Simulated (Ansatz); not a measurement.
# ZnSnW in the AlB2 type: lattice stability ahead of a resistivity run

The plan: relax ZnSnW in the AlB2 type, check its phonons, and, if the lattice is stable, compute its Eliashberg function and ρ(T).

Program: Ansatz 0.2.0. Level of theory: DFT PBE, scalar-relativistic, plane waves, PAW; PAW set soft_1. Results are calculated unless marked as measured.

The structure was built from a prototype and need not be the compound's stable phase.

### Step 1. Set-up

It takes space group P-6m2 (No. 187, hexagonal). The conventional cell has a = 3.993 Å, b = 3.993 Å, c = 4.193 Å, α = 90.00°, β = 90.00°, γ = 120.00°. Nearest to W lie 6 Zn at 3.12 Å and 6 Sn at 3.12 Å. Nearest to Sn lie 3 Zn at 2.31 Å and 6 W at 3.12 Å. Zn has 3 Sn at 2.31 Å and 6 W at 3.12 Å nearest. Farther neighbours are not listed.

### Step 2. Relaxing cell and atoms

Lattice constant and positions set the bands and the force constants, so the cell is relaxed first.

File input.yaml:

```yaml
crystal:
  lattice:
    - [3.99326, 0.0, 0.0]
    - [-1.99663, 3.45826, 0.0]
    - [0.0, 0.0, 4.19292]
  atoms:
    - { symbol: W, position: [0.0, 0.0, 0.0] }
    - { symbol: Sn, position: [0.33333333, 0.66666667, 0.5] }
    - { symbol: Zn, position: [0.66666667, 0.33333333, 0.5] }
kpoints:
  mp_grid: { grid: [9, 9, 8] }
hamiltonian:
  xc: pbe
  pseudopotentials: { kind: paw, azcp: { folder: soft_1 } }
scf:
  occupations: { method: gaussian, width: 0.1 }
output:
  forces: true
  stress: true
  eigenvalues: true
relax:
  adjacent_minimum: "off"
  f_tol: 0.005
  max_steps: 80
  cell: { stress_tol: 0.05 }
```

On the command line:

```bash
$ ansatz run input.yaml --threads 4 --pin off --max-ram 12288MiB --backend cpu --events-out ev --progress --plain --runs-dir out
```

Numbers of over 12 decimals in the logs are rounded to 6 here.

What it wrote:

```text
Engine: ansatz 0.2.0, aarch64-unknown-linux-gnu
Pseudopotentials: kind: paw
Pseudopotential: W, paw, valence charge 14, recommended cutoff 420 eV (normal), soft_1/W.paw.azcp
Pseudopotential: Sn, paw, valence charge 14, recommended cutoff 420 eV (normal), soft_1/Sn.paw.azcp
Pseudopotential: Zn, paw, valence charge 12, recommended cutoff 420 eV (normal), soft_1/Zn.paw.azcp
Functional definition: PBE
  parameter kappa = 0.804
  parameter beta = 0.066725
  exchange = pbe_x(kappa = kappa, mu = beta*pi^2/3)
  correlation = pbe_c(beta = beta)
Crystal: 3 atoms, lattice volume = 57.903 Å³
Basis set: ecut = 420 eV, 1131 PW (Γ), exchange–correlation on 54×54×60 points (8 copies of the dense FFT grid, shifted against one another)
Bands: 24, of which v1, the nominal top of the filled ones, is band 20 counted from 1 (19 counted from 0)
Symmetry: 12 space group operations
Space group: P-6m2 (ITA 187), of the structure as read, at distance tolerance 3.9e-5 Å
k-points: 60 of 648 (time reversal used)
Non-local potential: W, projectors of the file, l = 0: 3, l = 1: 2, l = 2: 2, l = 3: 1
Non-local potential: Sn, projectors of the file, l = 0: 2, l = 1: 2, l = 2: 2, l = 3: 1
Non-local potential: Zn, projectors of the file, l = 0: 2, l = 1: 2, l = 2: 3, l = 3: 1
PAW form: soft (Blöchl's): semilocal exchange-correlation on the pseudo side does not see the compensation charge
PAW one-centre angular grid: W, 590 points (default); XC on 64 Gauss nodes
PAW one-centre angular grid: Sn, 590 points (default); XC on 64 Gauss nodes
PAW one-centre angular grid: Zn, 590 points (default); XC on 64 Gauss nodes
Initial density: superposition of atomic densities (chi_scale 0.1, normalization cell, long waves kept (reshape's long-wave potential 0.00 eV rms))
Initial wavefunctions: pseudopotential atomic-orbital guess
Functional: x = pbe(κ = 0.804, μ = 0.219515), c = pbe(β = 0.066725)
SCF iter   1: F=—  HF=-19725.316948 eV  |F-HF|=—  |Δ(HF+E_count)|=         —  Δρ=6.21e-2  dr2=4.80e0  ethr=3.10e-3  ⟨swp⟩=5.7  Hψ=6792  notcnv=0
preconditioner: auto → Kerker (q_TF=auto, 2.565 Å⁻¹)  [metal: Δε(μ)=0.027 eV  Ē_g=13.331 eV  σ=0.100 eV  W_gap=0.15  n_scr=20 (ndim 8)  ℏωp=27.6 eV  f_vac=0.000  D(μ)=2.73/eV (n_scr^D=20)]
SCF iter   2: F=—  HF=-19724.472211 eV  |F-HF|=—  |Δ(HF+E_count)|=   8.45e-1  Δρ=2.12e-2  dr2=4.60e-1  ethr=3.10e-3  ⟨swp⟩=2.1  Hψ=2297  notcnv=0
SCF iter   3: F=—  HF=-19724.396278 eV  |F-HF|=—  |Δ(HF+E_count)|=   7.59e-2  Δρ=8.85e-3  dr2=2.90e-2  ethr=1.15e-3  ⟨swp⟩=2.0  Hψ=2352  notcnv=0
SCF iter   4: F=—  HF=-19724.392717 eV  |F-HF|=—  |Δ(HF+E_count)|=   3.56e-3  Δρ=5.61e-3  dr2=1.13e-2  ethr=7.25e-5  ⟨swp⟩=2.0  Hψ=2586  notcnv=0
SCF iter   5: F=—  HF=-19724.391547 eV  |F-HF|=—  |Δ(HF+E_count)|=   1.17e-3  Δρ=1.57e-3  dr2=1.57e-3  ethr=2.81e-5  ⟨swp⟩=2.0  Hψ=1910  notcnv=0
SCF iter   6: F=—  HF=-19724.391358 eV  |F-HF|=—  |Δ(HF+E_count)|=   1.89e-4  Δρ=3.94e-4  dr2=1.05e-4  ethr=3.92e-6  ⟨swp⟩=2.4  Hψ=2439  notcnv=0
SCF iter   7: F=—  HF=-19724.391366 eV  |F-HF|=—  |Δ(HF+E_count)|=   8.70e-6  Δρ=2.54e-4  dr2=2.96e-5  ethr=2.61e-7  ⟨swp⟩=2.0  Hψ=1988  notcnv=0
SCF iter   8: F=—  HF=-19724.391363 eV  |F-HF|=—  |Δ(HF+E_count)|=   2.83e-6  Δρ=3.99e-5  dr2=1.40e-6  ethr=7.40e-8  ⟨swp⟩=2.1  Hψ=1954  notcnv=0
SCF iter   9: F=—  HF=-19724.391364 eV  |F-HF|=—  |Δ(HF+E_count)|=   1.86e-7  Δρ=3.32e-5  dr2=3.64e-7  ethr=3.51e-9  ⟨swp⟩=2.0  Hψ=2403  notcnv=0
SCF iter  10: F=-19724.391364 eV  HF=-19724.391364 eV  |F-HF|=3.49e-8  |Δ(HF+E_count)|=   8.56e-8  Δρ=9.19e-6  dr2=4.39e-8  ethr=2.50e-10  ⟨swp⟩=5.3  Hψ=5706  notcnv=0
SCF 1 converged in 10 iterations: F = -19724.391364 eV  dr2 = 4.39e-8
  greatest PAW one-centre occupation: 0.999 electrons in one spin orbital (limit 2), on the W atom at site 0 (counted from 0), in its partial waves of l = 0
relax step   1: F+E_penalty+E_count = -19724.39136361 eV  Δ(F+E_penalty+E_count) = +0.000e0 eV  max|allowed force component| = 3.207e-16 eV/Å  Δτ_max = 0.0000 Å  P = +3.699 GPa  Ω = 57.903 Å³  (10 SCF iters, dr2 threshold 1.00e-7 eV, accepted)
Crystal: 3 atoms, lattice volume = 57.709 Å³
Basis set: ecut = 420 eV, 1117 PW (Γ), exchange–correlation on 54×54×60 points (8 copies of the dense FFT grid, shifted against one another)
Initial density: handed on by an earlier stage of this run
Initial wavefunctions: those handed on with the density
iter 1 solved again at ethr=2.57e-4 eV; its pass at ethr=3.10e-3 eV (dr2=1.03e-1 eV) is discarded
SCF iter   1: F=—  HF=-19724.973094 eV  |F-HF|=—  |Δ(HF+E_count)|=         —  Δρ=1.33e-2  dr2=1.02e-1  ethr=2.57e-4  ⟨swp⟩=1.0  Hψ=9150  notcnv=0
preconditioner: auto → Kerker (q_TF=auto, 2.567 Å⁻¹)  [metal: Δε(μ)=0.004 eV  Ē_g=12.477 eV  σ=0.100 eV  W_gap=0.02  n_scr=20 (ndim 8)  ℏωp=27.7 eV  f_vac=0.000  D(μ)=4.87/eV (n_scr^D=70)]
SCF iter   2: F=—  HF=-19724.956448 eV  |F-HF|=—  |Δ(HF+E_count)|=   1.66e-2  Δρ=4.32e-3  dr2=1.15e-2  ethr=2.55e-4  ⟨swp⟩=1.1  Hψ=1443  notcnv=0
SCF iter   3: F=—  HF=-19724.954963 eV  |F-HF|=—  |Δ(HF+E_count)|=   1.48e-3  Δρ=1.41e-3  dr2=1.43e-3  ethr=2.88e-5  ⟨swp⟩=1.2  Hψ=1452  notcnv=0
SCF iter   4: F=—  HF=-19724.954839 eV  |F-HF|=—  |Δ(HF+E_count)|=   1.24e-4  Δρ=6.66e-4  dr2=2.21e-4  ethr=3.59e-6  ⟨swp⟩=2.0  Hψ=2041  notcnv=0
SCF iter   5: F=—  HF=-19724.954763 eV  |F-HF|=—  |Δ(HF+E_count)|=   7.58e-5  Δρ=3.93e-4  dr2=4.96e-5  ethr=5.53e-7  ⟨swp⟩=2.0  Hψ=2047  notcnv=0
SCF iter   6: F=—  HF=-19724.954752 eV  |F-HF|=—  |Δ(HF+E_count)|=   1.03e-5  Δρ=1.51e-4  dr2=8.90e-6  ethr=1.24e-7  ⟨swp⟩=2.0  Hψ=1924  notcnv=0
SCF iter   7: F=—  HF=-19724.954753 eV  |F-HF|=—  |Δ(HF+E_count)|=   7.58e-7  Δρ=3.78e-5  dr2=7.04e-7  ethr=2.22e-8  ⟨swp⟩=2.1  Hψ=2085  notcnv=0
SCF iter   8: F=-19724.954753 eV  HF=-19724.954753 eV  |F-HF|=5.98e-9  |Δ(HF+E_count)|=   5.00e-8  Δρ=1.54e-5  dr2=7.84e-8  ethr=7.50e-10  ⟨swp⟩=6.6  Hψ=6932  notcnv=0
SCF 2 converged in 8 iterations: F = -19724.954753 eV  dr2 = 7.84e-8
relax step   2: F+E_penalty+E_count = -19724.95475319 eV  Δ(F+E_penalty+E_count) = -5.634e-1 eV  max|allowed force component| = 1.881e-16 eV/Å  Δτ_max = 0.0000 Å  P = +0.564 GPa  Ω = 57.709 Å³  energy of the carried Pulay correction = +4.249e-5 eV  (8 SCF iters, dr2 threshold 3.00e-7 eV, accepted)
Crystal: 3 atoms, lattice volume = 56.612 Å³
Basis set: ecut = 420 eV, 1135 PW (Γ), exchange–correlation on 54×54×60 points (8 copies of the dense FFT grid, shifted against one another)
iter 1 solved again at ethr=2.03e-4 eV; its pass at ethr=3.10e-3 eV (dr2=8.13e-2 eV) is discarded
[...]
relax step   4: F+E_penalty+E_count = -19725.90626777 eV  Δ(F+E_penalty+E_count) = -4.518e-1 eV  max|allowed force component| = 7.421e-17 eV/Å  Δτ_max = 0.0000 Å  P = -0.465 GPa  Ω = 55.049 Å³  energy of the carried Pulay correction = +8.930e-4 eV  (7 SCF iters, dr2 threshold 3.00e-7 eV, accepted)
relax step   5: F+E_penalty+E_count = -19726.39678895 eV  Δ(F+E_penalty+E_count) = -4.905e-1 eV  max|allowed force component| = 3.007e-17 eV/Å  Δτ_max = 0.0000 Å  P = -5.747 GPa  Ω = 55.915 Å³  energy of the carried Pulay correction = +5.754e-4 eV  (7 SCF iters, dr2 threshold 3.00e-7 eV, accepted)
relax step   6: F+E_penalty+E_count = -19726.73731779 eV  Δ(F+E_penalty+E_count) = -3.405e-1 eV  max|allowed force component| = 5.937e-17 eV/Å  Δτ_max = 0.0000 Å  P = -0.914 GPa  Ω = 52.992 Å³  energy of the carried Pulay correction = +1.570e-3 eV  (7 SCF iters, dr2 threshold 3.00e-7 eV, accepted)
relax step   7: F+E_penalty+E_count = -19727.14577382 eV  Δ(F+E_penalty+E_count) = -4.085e-1 eV  max|allowed force component| = 3.874e-17 eV/Å  Δτ_max = 0.0000 Å  P = +2.820 GPa  Ω = 51.157 Å³  energy of the carried Pulay correction = +2.214e-3 eV  (6 SCF iters, dr2 threshold 3.00e-7 eV, accepted)
relax step   8: F+E_penalty+E_count = -19727.36282173 eV  Δ(F+E_penalty+E_count) = -2.170e-1 eV  max|allowed force component| = 1.696e-17 eV/Å  Δτ_max = 0.0000 Å  P = +6.576 GPa  Ω = 50.042 Å³  energy of the carried Pulay correction = +2.607e-3 eV  (7 SCF iters, dr2 threshold 3.00e-7 eV, accepted)
relax step   9: F+E_penalty+E_count = -19727.39692697 eV  Δ(F+E_penalty+E_count) = -3.411e-2 eV  max|allowed force component| = 2.853e-17 eV/Å  Δτ_max = 0.0000 Å  P = +2.678 GPa  Ω = 51.221 Å³  energy of the carried Pulay correction = +2.169e-3 eV  (6 SCF iters, dr2 threshold 3.00e-7 eV, accepted)
relax step  10: F+E_penalty+E_count = -19727.40443557 eV  Δ(F+E_penalty+E_count) = -7.509e-3 eV  max|allowed force component| = 3.238e-17 eV/Å  Δτ_max = 0.0000 Å  P = -0.219 GPa  Ω = 52.214 Å³  energy of the carried Pulay correction = +1.807e-3 eV  (6 SCF iters, dr2 threshold 3.00e-7 eV, accepted)
relax step  11: F+E_penalty+E_count = -19727.40452819 eV  Δ(F+E_penalty+E_count) = -9.262e-5 eV  max|allowed force component| = 3.238e-17 eV/Å  Δτ_max = 0.0000 Å  P = +0.005 GPa  Ω = 52.133 Å³  energy of the carried Pulay correction = +1.837e-3 eV  (6 SCF iters, dr2 threshold 1.71e-7 eV, accepted)
relax step  12: F+E_penalty+E_count = -19727.42087472 eV  Δ(F+E_penalty+E_count) = -1.635e-2 eV  max|allowed force component| = 2.776e-17 eV/Å  Δτ_max = 0.0000 Å  P = +0.590 GPa  Ω = 52.133 Å³  stress off target by 8.94e-1 GPa  SCF on the basis re-selected at this cell (its energy is not comparable with the rows above)  (7 SCF iters)
relax step  13: F+E_penalty+E_count = -19727.42165776 eV  Δ(F+E_penalty+E_count) = -7.830e-4 eV  max|allowed force component| = 2.930e-17 eV/Å  Δτ_max = 0.0000 Å  P = +0.098 GPa  Ω = 52.350 Å³  energy of the carried Pulay correction = -9.830e-5 eV  (6 SCF iters, dr2 threshold 3.00e-7 eV, accepted)
relax step  14: F+E_penalty+E_count = -19727.42165281 eV  Δ(F+E_penalty+E_count) = +4.949e-6 eV  max|allowed force component| = 3.547e-17 eV/Å  Δτ_max = 0.0000 Å  P = +0.001 GPa  Ω = 52.387 Å³  energy of the carried Pulay correction = -1.146e-4 eV  (6 SCF iters, dr2 threshold 2.65e-8 eV, accepted)
iter 1 solved again at ethr=5.27e-7 eV; its pass at ethr=3.10e-3 eV (dr2=2.11e-4 eV) is discarded
SCF iter   1: F=—  HF=-19727.421713 eV  |F-HF|=—  |Δ(HF+E_count)|=         —  Δρ=1.82e-4  dr2=3.82e-7  ethr=5.27e-7  ⟨swp⟩=3.0  Hψ=10229  notcnv=0
eigensolver tolerance schedule: the retry pair's looser diagonalisation over-reported the residual by 550.53 of it (diagonalisation noise at 0.10 of the residual, at the tolerance the schedule requests for it); recorded, not acted on — ethr = c·dr2/N_el stays at c = 1.0e-1
preconditioner: auto → none  [metal: Δε(μ)=0.051 eV  Ē_g=12.880 eV  σ=0.100 eV  W_gap=0.28  n_scr=8 (ndim 8)  ℏωp=29.0 eV  f_vac=0.000  D(μ)=1.75/eV (n_scr^D=8)]
SCF iter   2: F=—  HF=-19727.421754 eV  |F-HF|=—  |Δ(HF+E_count)|=   4.07e-5  Δρ=9.21e-5  dr2=1.38e-7  ethr=9.56e-10  ⟨swp⟩=2.2  Hψ=2179  notcnv=0
SCF iter   3: F=—  HF=-19727.421766 eV  |F-HF|=—  |Δ(HF+E_count)|=   1.19e-5  Δρ=1.85e-5  dr2=9.93e-8  ethr=3.46e-10  ⟨swp⟩=2.0  Hψ=2063  notcnv=0
SCF iter   4: F=—  HF=-19727.421766 eV  |F-HF|=—  |Δ(HF+E_count)|=   4.01e-8  Δρ=1.14e-6  dr2=5.03e-10  ethr=2.48e-10  ⟨swp⟩=2.0  Hψ=1977  notcnv=0
SCF iter   5: F=—  HF=-19727.421766 eV  |F-HF|=—  |Δ(HF+E_count)|=  8.04e-10  Δρ=3.81e-7  dr2=4.21e-11  ethr=1.26e-12  ⟨swp⟩=2.0  Hψ=2086  notcnv=0
SCF iter   6: F=-19727.421766 eV  HF=-19727.421766 eV  |F-HF|=3.64e-12  |Δ(HF+E_count)|=  1.35e-10  Δρ=7.99e-8  dr2=1.89e-12  ethr=1.00e-12  ⟨swp⟩=6.3  Hψ=6745  notcnv=0
SCF 15 converged in 6 iterations: F = -19727.421766 eV  dr2 = 1.89e-12
relax step  15: F+E_penalty+E_count = -19727.42176580 eV  Δ(F+E_penalty+E_count) = -1.130e-4 eV  max|allowed force component| = 2.621e-17 eV/Å  Δτ_max = 0.0000 Å  P = +0.001 GPa  Ω = 52.387 Å³  stress off target by 3.60e-3 GPa  SCF on the basis re-selected at this cell (its energy is not comparable with the rows above)  (6 SCF iters)
basis re-selected at this cell: Δ(F+E_penalty+E_count) = -1.130e-4 eV, ΔP = +0.000 GPa vs the last step (what re-selecting the basis moved, of the pressure what is left beyond the Pulay correction that the steps carried, after the strain that the cell walked since its last selection, with what the two solves' SCF thresholds leave and, on support functions, any second-order correction that the steps lacked; it is no m [...]
SCF converged after 6 iterations
Free energy (F): -19727.421766 eV
Harris-Foulkes:  -19727.421766 eV  (|F-HF|=3.64e-12)
Internal energy: -19727.413006 eV  (E = F + TS)
E sigma→0 (E₀):  -19727.417386 eV
Entropy (-TS):   -0.008759 eV (-2.920 meV/atom)
Fermi energy:    16.066477 eV
--- Per-component energies (eV) ---
  E_band       = -76.052563
  E_kinetic    = 738.098853
  E_local      = -3130.669033  (includes V_loc(G=0)·N_el)
  E_nonlocal   = 938.058089
  E_hartree    = 1323.074493
  E_xc         = -471.521393
  E_vxc        = -362.368849  (∫ρ·V_xc dr)
  E_paw        = -14844.889302  (= ΣΔE_a)
  E_vpaw       = -905.320765  (= ΣTr[D̂ρ^β])
  E_aug_tail   = 0.000183  (compensation charges beyond the density's cutoff)
  E_ewald      = -4279.564897
  E_smearing   = -0.008759  (= −TS)
  E_closure    = 0.000000  (closes the sum)
  Σ components = -19727.421766   (vs F -19727.421766, Δ=0.00e0)
--- Forces (eV/Å), atoms counted from 1 ---
  atom   1  W      0.00000000    -0.00000000     0.00000000
  atom   2  Sn     0.00000000     0.00000000     0.00000000
  atom   3  Zn    -0.00000000     0.00000000     0.00000000
  max |Σ_I F_I| component: 5.09e-17 eV/Å
--- Stress (GPa, compression-positive) ---
        0.002773       0.000000       0.000000
        0.000000       0.002773       0.000000
        0.000000       0.000000      -0.003603
  P = ⅓ Tr σ = 0.0006 GPa (0.006 kbar)
--- Band table (eV; the first three rows and the last of 60) ---
  k-point 0: bands = [... 16 lower, 11.9135, 12.4304, 14.0530, 16.8643, 16.8643, 18.1672, 18.1672, 20.4476]
  k-point 1: bands = [... 16 lower, 12.2468, 13.0562, 14.3013, 15.9206, 15.9206, 19.0641, 19.0641, 19.8545]
  k-point 2: bands = [... 16 lower, 13.1606, 14.2727, 14.6845, 14.6845, 14.9712, 17.7380, 19.7267, 19.7267]
  k-point 59: bands = [... 16 lower, 11.6512, 14.0371, 14.1781, 15.4960, 16.5347, 17.2791, 17.3411, 17.8925]
--- Relaxed structure (13 steps of the walk, 13 accepted, 2 SCFs on fresh bases) ---
  F+E_penalty+E_count = -19727.42176580 eV   max|allowed force component| = 2.621e-17 eV/Å   (the final SCF, on the basis selected at the relaxed cell)
  cell:  # Å, volume = 52.3872 Å³
    - [4.660155, 0, 0.0]
    - [-2.330077, 4.035812, 0.0]
    - [0.0, 0.0, 2.785441]
  atoms:
    - { symbol: W, position: [0, 0, 0.0] }
    - { symbol: Sn, position: [0.333333, 0.666667, 0.500000] }
    - { symbol: Zn, position: [0.666667, 0.333333, 0.500000] }
```

Wall time 34 s (4 threads of Arm Neoverse V2, shared host); peak memory 0.47 GiB; 2.1 min of CPU time.

The steps of the relaxation:

```csv
step,energy less that of the first step (eV),largest force component (eV/Å),pressure (GPa),volume (Å³)
1,0.0000,0.0000,3.70,57.90
2,-0.5634,0.0000,0.56,57.71
3,-1.0631,0.0000,-0.67,56.61
4,-1.5149,0.0000,-0.46,55.05
5,-2.0054,0.0000,-5.75,55.92
6,-2.3460,0.0000,-0.91,52.99
7,-2.7544,0.0000,2.82,51.16
8,-2.9715,0.0000,6.58,50.04
9,-3.0056,0.0000,2.68,51.22
10,-3.0131,0.0000,-0.22,52.21
11,-3.0132,0.0000,0.00,52.13
12*,-3.0295,0.0000,0.59,52.13
13,-3.0303,0.0000,0.10,52.35
14,-3.0303,0.0000,0.00,52.39
15*,-3.0304,0.0000,0.00,52.39
```

Relaxation steps marked * repeat the geometry before them on a plane-wave basis chosen anew for their cell, so energy and pressure can jump there.

Forces are held to the 12 operations that the run works with; a distortion that breaks them can't arise in this run.

```csv
cell as run,before,after,change
a (Å),3.993,4.660,+16.7 %
b (Å),3.993,4.660,+16.7 %
c (Å),4.193,2.785,-33.6 %
volume (Å³/atom),19.30,17.46,-9.5 %
```

The relaxed structure:

```
W Sn Zn
1.0
     4.66015    0.00000    0.00000
    -2.33008    4.03581    0.00000
     0.00000    0.00000    2.78544
W Sn Zn
1 1 1
Direct
  0.00000 0.00000 0.00000
  0.33333 0.66667 0.50000
  0.66667 0.33333 0.50000
```

This step gave:

```yaml
pressure: 6.48e-4 GPa
volume_per_atom: 17.46 Å³/atom
metallic_on_mesh: yes
gap_on_the_k_mesh: 0 eV
```

The largest force is now zero by symmetry and the largest stress component 0.0036 GPa.

### Step 3. Relaxation

The cell moved far, so the relaxation is started again from the new cell to confirm it.

input.yaml, the sections that differ from step 2:

```yaml
crystal:
  lattice:
    - [4.6601548661, 0.0, 0.0]
    - [-2.330077433, 4.0358124996, 0.0]
    - [0.0, 0.0, 2.7854406391]
  atoms:
    - { symbol: W, position: [0.0, 0.0, 0.0] }
    - { symbol: Sn, position: [0.3333333333, 0.6666666667, 0.5] }
    - { symbol: Zn, position: [0.6666666667, 0.3333333333, 0.5] }
kpoints:
  mp_grid: { grid: [9, 9, 10] }
# hamiltonian, scf, output, relax: as in step 2
```

What it wrote:

```text
[the first part of the log is left out]
  E_vxc        = -362.330427  (∫ρ·V_xc dr)
  E_paw        = -14844.922308  (= ΣΔE_a)
  E_vpaw       = -905.377122  (= ΣTr[D̂ρ^β])
  E_aug_tail   = 0.000186  (compensation charges beyond the density's cutoff)
  E_ewald      = -4278.752790
  E_smearing   = -0.010128  (= −TS)
  E_closure    = 0.000000  (closes the sum)
  Σ components = -19727.411291   (vs F -19727.411291, Δ=0.00e0)
[...]
--- Stress (GPa, compression-positive) ---
       -0.001487      -0.000000      -0.000000
        0.000000      -0.001487      -0.000000
        0.000000      -0.000000      -0.000615
  P = ⅓ Tr σ = -0.0012 GPa (-0.012 kbar)
--- Band table (eV; the first three rows and the last of 72) ---
[...]
--- Relaxed structure (3 steps of the walk, 2 accepted, 1 SCFs on fresh bases) ---
[...]
cell:  # Å, volume = 52.4172 Å³
    - [4.659513, -2.8863383583251637e-11, 0]
    - [-2.329756, 4.035257, 0]
    - [0, 0, 2.787804]
  atoms:
    - { symbol: W, position: [0, 0, 0] }
    - { symbol: Sn, position: [0.333333, 0.666667, 0.500000] }
    - { symbol: Zn, position: [0.666667, 0.333333, 0.500000] }
```

Elapsed: 9.6 s, on 4 threads; peak memory 0.46 GiB; 37 s of CPU time.

Little changed from the start: no atom moved by 0.005 Å and no cell edge by 0.1 %.

Numbers from this step:

```yaml
pressure: -0.001196 GPa
volume_per_atom: 17.47 Å³/atom
```

The largest force is now zero by symmetry and the largest stress component 0.0015 GPa.

(Part 1 of 3 ends here.)

[Logs are printed without paths, hosts, clocks, repeated set-up lines and the standing remarks that a program may print on its own settings, such as how far it seeks lower states.]

[Hosts, paths, dates, database ids (printed as entryN), source tags and the programs' standing remarks are cut or masked in the printed files.]
